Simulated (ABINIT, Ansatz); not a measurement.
# A GW chain in ABINIT: Rb2AlTlH6 (Fm-3m), part 3 of 3

Aim: the G0W0 gap of Rb2AlTlH6 (Fm-3m) on LDA, step by step.

ABINIT 10.8.3; LDA and many-body steps on it, plane waves. Known limits of the many-body steps: not at the basis limit; exchange with frozen shells missing; no spin-orbit coupling; coarse k mesh.

So far. Step 4 (Empty states on the mesh, 2×2×2 mesh, 314 bands): On this mesh the gap is 0.401 eV. Step 5 (Screening, 2×2×2 mesh, 286 bands, screening to 176.9 eV): Local fields lower ε∞ by 15 %. On a Γ-centred mesh this coarse the value itself is usually too large, while a short band sum pulls it down.

## Step 6: Self-energy, 2×2×2 mesh, 286 bands, screening to 176.9 eV

The self-energy is evaluated for the states that the input lists, and the levels follow from it, in one-shot runs by the linearised quasiparticle equation.

This step: G0W0 on LDA, plane waves, norm-conserving pseudopotentials.

run.abi

```
acell 3*1.0 Angstrom
rprim 
  0.000000000000 4.343365000000 4.343365000000
  4.343365000000 -0.000000000000 4.343365000000
  4.343365000000 4.343365000000 -0.000000000000
ntypat 4
znucl 37 13 81 1
natom 10
typat 1 1 2 3 4 4 4 4 4 4
xred 
  0.250000000000 0.250000000000 0.250000000000
  0.750000000000 0.750000000000 0.750000000000
  0.500000000000 0.500000000000 0.500000000000
  0.000000000000 0.000000000000 -0.000000000000
  0.294156000000 0.705844000000 0.705844000000
  0.294156000000 0.705844000000 0.294156000000
  0.705844000000 0.294156000000 0.705844000000
  0.705844000000 0.705844000000 0.294156000000
  0.294156000000 0.294156000000 0.705844000000
  0.705844000000 0.294156000000 0.294156000000
pp_dirpath "pseudos"
pseudos "Rb.upf, Al.upf, Tl.upf, H.upf"
ecut 31
ngkpt 2 2 2
nshiftk 1
shiftk 0 0 0
kptopt 1
chksymbreak 0
istwfk *1
occopt 1
irdwfk 1
optdriver 4
nband 286
gwcalctyp 0
ecutsigx 31
symsigma 1
nkptgw 3
kptgw 
  0.5000000000 0.5000000000 0.0000000000
  0.5000000000 0.0000000000 0.0000000000
  0.0000000000 0.0000000000 0.0000000000
bdgw 
  19 22
  18 23
  19 23
ecuteps 6.5
irdscr 1
ppmodel 1
indata_prefix "in"
outdata_prefix "out"
tmpdata_prefix "tmp"
```

Run with:

```sh
$ OMP_NUM_THREADS=1 mpirun -n 4 abinit run.abi > log
```

Numbers of over 12 decimals in the logs are rounded to 6 here.

What it wrote:

```text
.Version 10.8.3 of ABINIT. v10.8.2 released Aug 2026.

 Symmetries : space group Fm -3 m (#225); Bravais cF (face-center cubic)
[... echo of the input left out ...]
== DATASET  1 ==================================================================
-   mpi_nproc: 4, omp_nthreads: 1 (-1 if OMP is not activated)

--- !DatasetInfo
iteration_state: {dtset: 1, }
dimensions: {natom: 10, nkpt: 3, mband: 286, nsppol: 1, nspinor: 1, nspden: 1, mpw: 9185, }
cutoff_energies: {ecut:  31.0, pawecutdg:  -1.0, }
electrons: {nelect:   4.00000000E+01, charge:   0.00000000E+00, occopt:   1.00000000E+00, tsmear:   1.00000000E-02, }

 SIGMA: Calculation of the GW corrections

 Based on a program developped by R.W. Godby, V. Olevano, G. Onida, and L. Reining.
 Incorporated in ABINIT by V. Olevano, G.-M. Rignanese, and M. Torrent.
.Using double precision arithmetic ; gwpc =  8

[... cell and pseudopotentials left out ...]
--------------------------------------------------------------------------------

 ==== K-mesh for the wavefunctions ====
 Number of points in the irreducible wedge :     3
[... list of points left out ...]
 Together with 48 symmetry operations and time-reversal symmetry
 yields     8 points in the full Brillouin Zone.

 ==== Q-mesh for screening function ====
 Number of points in the irreducible wedge :     3
[... list of points left out ...]
 Together with 48 symmetry operations and time-reversal symmetry
 yields     8 points in the full Brillouin Zone.

 vcoul_init : cutoff-mode = AUXILIARY_FUNCTION
 q-points for optical limit:   1
     1)      0.000010    0.000020    0.000030
 setmesh: FFT mesh size selected  =    60x   60x   60
          total number of points  =       216000

 Number of electrons calculated from density =   40.0000; Expected =   40.0000
 average of density, n =  0.036170
 r_s =    1.8758
 omega_plasma =   18.3456 [eV]

 === KS Band Gaps ===
  >>>> For spin  1
   Minimum direct gap =   1.8140 [eV], located at k-point      :   0.5000  0.5000  0.0000
   Fundamental gap    =   0.4013 [eV], Top of valence bands at :   0.5000  0.5000  0.0000
                                       Bottom of conduction at :   0.5000  0.0000  0.0000
 SIGMA fundamental parameters:
 PLASMON POLE MODEL  1
 number of plane-waves for SigmaX                 9185
 number of plane-waves for SigmaC and W            893
 number of plane-waves for wavefunctions          9185
 number of bands                                   286
 number of independent spin polarizations            1
 number of spinorial components                      1
 number of k-points in IBZ                           3
 number of q-points in IBZ                           3
 number of symmetry operations                      48
 number of k-points in BZ                            8
 number of q-points in BZ                            8
 number of frequencies for dSigma/dE                 9
 frequency step for dSigma/dE [eV]                0.25
 number of omega for Sigma on real axis              0
 max omega for Sigma on real axis  [eV]           0.00
 zcut for avoiding poles [eV]                     0.10

 EPSILON^-1 parameters (SCR file):
 dimension of the eps^-1 matrix on file            893
 dimension of the eps^-1 matrix used               893
 number of plane-waves for wavefunctions          9185
 number of bands                                   286
 number of q-points in IBZ                           3
 number of frequencies                               2
 number of real frequencies                          1
 number of imag frequencies                          1

 matrix elements of self-energy operator (all in [eV])

 Perturbative Calculation

--- !SelfEnergy_ee
iteration_state: {dtset: 1, }
kpoint     : [   0.500,    0.500,    0.000, ]
spin       : 1
KS_gap     :    1.814
QP_gap     :    3.012
Delta_QP_KS:    1.198
data: !SigmaeeData |
     Band     E0 <VxcDFT>   SigX SigC(E0)      Z dSigC/dE  Sig(E)    E-E0       E
       19   1.021 -11.193 -13.861   1.835   0.766  -0.305 -11.831  -0.638   0.383
       20   2.165 -11.838 -13.677   1.050   0.774  -0.293 -12.448  -0.610   1.555
       21   3.979  -9.184  -5.356  -3.093   0.800  -0.250  -8.596   0.588   4.567
       22   3.979  -9.184  -5.356  -3.093   0.800  -0.250  -8.596   0.588   4.567

--- !SelfEnergy_ee
iteration_state: {dtset: 1, }
kpoint     : [   0.500,    0.000,    0.000, ]
spin       : 1
KS_gap     :    2.698
QP_gap     :    3.890
Delta_QP_KS:    1.192
data: !SigmaeeData |
     Band     E0 <VxcDFT>   SigX SigC(E0)      Z dSigC/dE  Sig(E)    E-E0       E
       18  -0.236 -10.322 -13.136   2.019   0.761  -0.314 -10.926  -0.605  -0.841
       19  -0.236 -10.322 -13.136   2.019   0.761  -0.314 -10.926  -0.605  -0.841
       20  -0.131 -11.030 -13.246   1.382   0.766  -0.305 -11.669  -0.639  -0.770
       21   2.567  -8.770  -5.072  -3.011   0.806  -0.241  -8.216   0.554   3.120
       22   5.813 -10.261  -6.410  -3.216   0.789  -0.268  -9.760   0.502   6.315
       23   5.813 -10.261  -6.410  -3.216   0.789  -0.268  -9.760   0.502   6.315

--- !SelfEnergy_ee
iteration_state: {dtset: 1, }
kpoint     : [   0.000,    0.000,    0.000, ]
spin       : 1
KS_gap     :    3.500
QP_gap     :    4.604
Delta_QP_KS:    1.103
data: !SigmaeeData |
     Band     E0 <VxcDFT>   SigX SigC(E0)      Z dSigC/dE  Sig(E)    E-E0       E
       19   0.655 -10.795 -13.353   1.800   0.769  -0.300 -11.379  -0.583   0.072
       20   0.655 -10.795 -13.353   1.800   0.769  -0.300 -11.379  -0.583   0.072
       21   4.155  -9.390  -5.698  -3.038   0.796  -0.256  -8.869   0.520   4.676
       22   4.155  -9.390  -5.698  -3.038   0.796  -0.256  -8.869   0.520   4.676
       23   4.155  -9.390  -5.698  -3.038   0.796  -0.256  -8.869   0.520   4.676

 New Fermi energy :        8.590195E-02 Ha ,    2.337511E+00 eV

 === QP Band Gaps ===
  >>>> For spin  1
   Minimum direct gap =   3.0124 [eV], located at k-point      :   0.5000  0.5000  0.0000
   Fundamental gap    =   1.5653 [eV], Top of valence bands at :   0.5000  0.5000  0.0000
                                       Bottom of conduction at :   0.5000  0.0000  0.0000

== END DATASET(S) ==============================================================
================================================================================

 -outvars: echo values of variables after computation  --------
           etotal      0.0000000000E+00
            nband         286
             nkpt           3
          spgroup         225
 [... the other variables as echoed above ...]

 Calculation completed.
```

It took 2.5 min on 4 MPI ranks of Arm Neoverse V1, shared host; peak memory 2.6 GiB.

This step gave:

| Item | Value |
| --- | --- |
| G0W0 gap on the points computed | 1.565 eV |
| starting gap on the mesh | 0.4014 eV |
| k of the valence top | 0.5, 0.5, 0 |
| k of the conduction bottom | 0.5, 0, 0 |
| Z at the valence top | 0.774 |
| Z at the conduction bottom | 0.806 |
| least direct G0W0 gap on the computed points | 3.012 eV |

The gap on the mesh goes from 0.40 eV to 1.57 eV, a correction of +1.16 eV.

Limits: finite bands, cutoff and mesh; model gap, bands may invert with spin-orbit coupling; exchange with frozen shells missing; no spin-orbit coupling; coarse k mesh. v1 is the top filled band, c1 the lowest empty one. The levels before and after the correction (eV, zero at the valence-band top of each column):

```tsv
	conduction bottom	valence top
Kohn-Sham	0.40	0.00
G0W0	1.56	0.00
```

```tsv
	level	energy (eV)
Kohn-Sham	(0.5 0.5 0) v2	-1.144
Kohn-Sham	(0.5 0.5 0) v1	0.000
Kohn-Sham	(0.5 0.5 0) c1-c2	1.814
Kohn-Sham	(0.5 0 0) v3-v2	-2.401
Kohn-Sham	(0.5 0 0) v1	-2.296
Kohn-Sham	(0.5 0 0) c1	0.401
Kohn-Sham	(0.5 0 0) c2-c3	3.648
G0W0	(0.5 0.5 0) v2	-1.172
G0W0	(0.5 0.5 0) v1	0.000
G0W0	(0.5 0.5 0) c1-c2	3.012
G0W0	(0.5 0 0) v3-v2	-2.396
G0W0	(0.5 0 0) v1	-2.325
G0W0	(0.5 0 0) c1	1.565
G0W0	(0.5 0 0) c2-c3	4.760
```

## Step 7: Where the time went

Times are wall times on 4 MPI ranks of Arm Neoverse V1, shared host, good to a factor of about two.

```tsv
step	time	share	memory (GiB)
ground state	32 s	6 %	0.47
bands along the symmetry lines	53 s	10 %	0.43
empty states on the mesh	3.8 min	42 %	0.49
screening	82 s	15 %	2.5
self-energy	2.5 min	28 %	2.6
```

## Step 8: Outcome

| Item | Value |
| --- | --- |
| LDA gap | 0.40 eV, indirect |
| G0W0 gap on the mesh | 1.57 eV |
| GW settings | 2×2×2 mesh, 286 bands, screening to 176.9 eV, Godby-Needs plasmon pole |
| known limits | not at the basis limit; exchange with frozen shells missing; no spin-orbit coupling; coarse k mesh |

G0W0 moves the gap on the mesh from 0.40 eV to 1.57 eV (+1.16 eV), with Z of 0.77 and 0.81 at the edges. Local fields lower the RPA ε∞ on this mesh from 10.57 to 9.02; a Γ-centred mesh this coarse tends to raise both, most where the direct gap is narrow, while a short band sum lowers them. Bands and cutoff are finite, so the gap is not at the basis limit. The miss can reach some tenths of an eV and take either sign; the mesh is an error of its own. The 2×2×2 mesh is coarse for this cell, which bears on the long-range parts of exchange and screening. Where an edge is built on 6p states of lead, bismuth or thallium, scalar-relativistic gaps usually stand too wide, by a few tenths to over one eV. The norm-conserving file of at least one element keeps a d shell over frozen s and p shells of the same row. Exchange with those shells is missing from the self-energy, an error of 0.3 to 0.9 eV in cases checked, whose sign depends on which edge lies on those atoms. The many-body steps are scalar-relativistic: spin-orbit coupling is not in them.

[Paths, hosts, dates, memory and timing lines, banners, echoed tables and standing remarks are left out of the program output.]

[Logs are printed without paths, hosts, clocks, repeated set-up lines and the standing remarks that a program may print on its own settings, such as how far it seeks lower states.]

[Runs of the session that timed out or met a known fault of the program may be left out.]

[Hosts, paths, dates, database ids (printed as entryN), source tags and the programs' standing remarks are cut or masked in the printed files.]

[G0W0 gaps are taken among the corrected bands and points alone; a level outside them can change the order at an edge.]

[Where Ansatz stands beside ABINIT at settings called matched, ABINIT's density can come from a denser mesh and the files from another edition; pairs whose starting gaps differed by over 0.03 eV were left out, so agreement reads better than it is.]
